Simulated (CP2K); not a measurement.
Consider glyoxal at its PBE geometry (Å).

```xyz
6

O     1.3888   -0.2779   -1.0187
C     0.7522   -0.1286    0.0103
C    -0.7524    0.1286   -0.0103
O    -1.3885    0.2779    1.0188
H     1.2136   -0.1667    1.0244
H    -1.2137    0.1667   -1.0245
```

Method: CP2K XAS_TDP, all-electron GAPW, PBEh(45%), aug-cc-pVTZ, TDA, GW2X-corrected core level, no relativity.

Where do the C K-edge lines lie, and how strong are they?

Leading lines: C2 286.31 eV. The leading line of an atom is its first one with 35 % of the strongest within 2.5 eV of its lowest line over the strength cut. Core ionisation energies at this level: C2 294.90 eV.

The first six lines of each atom with a strength over 0.0015:

```csv
atom,energy (eV),states,"strength, one atom",above the computed threshold
"C2 (bonded to C, O and H), 2 alike",286.31,1,0.0563,
,291.15,1,0.0170,
,292.62,1,0.0174,
,293.92,1,0.0048,
,294.08,1,0.0035,
,294.53,1,0.0099,
```

Lines are vertical, at one geometry, with no vibrational structure. GW2X ionisation energies and lines can be off by 1 to 2 eV either way, and a good line position may hide errors that cancel. These values hold no scalar relativity, about 0.1 eV for C 1s. Rydberg lines, and the discretised continuum above threshold, depend on the basis and the box.

[Banner, clock and machine lines of the logs are left out without a mark of their own.]

[Logs are printed without paths, hosts, clocks, repeated set-up lines and the standing remarks that a program may print on its own settings, such as how far it seeks lower states.]

[Hosts, paths, dates, database ids (printed as entryN), source tags and the programs' standing remarks are cut or masked in the printed files.]
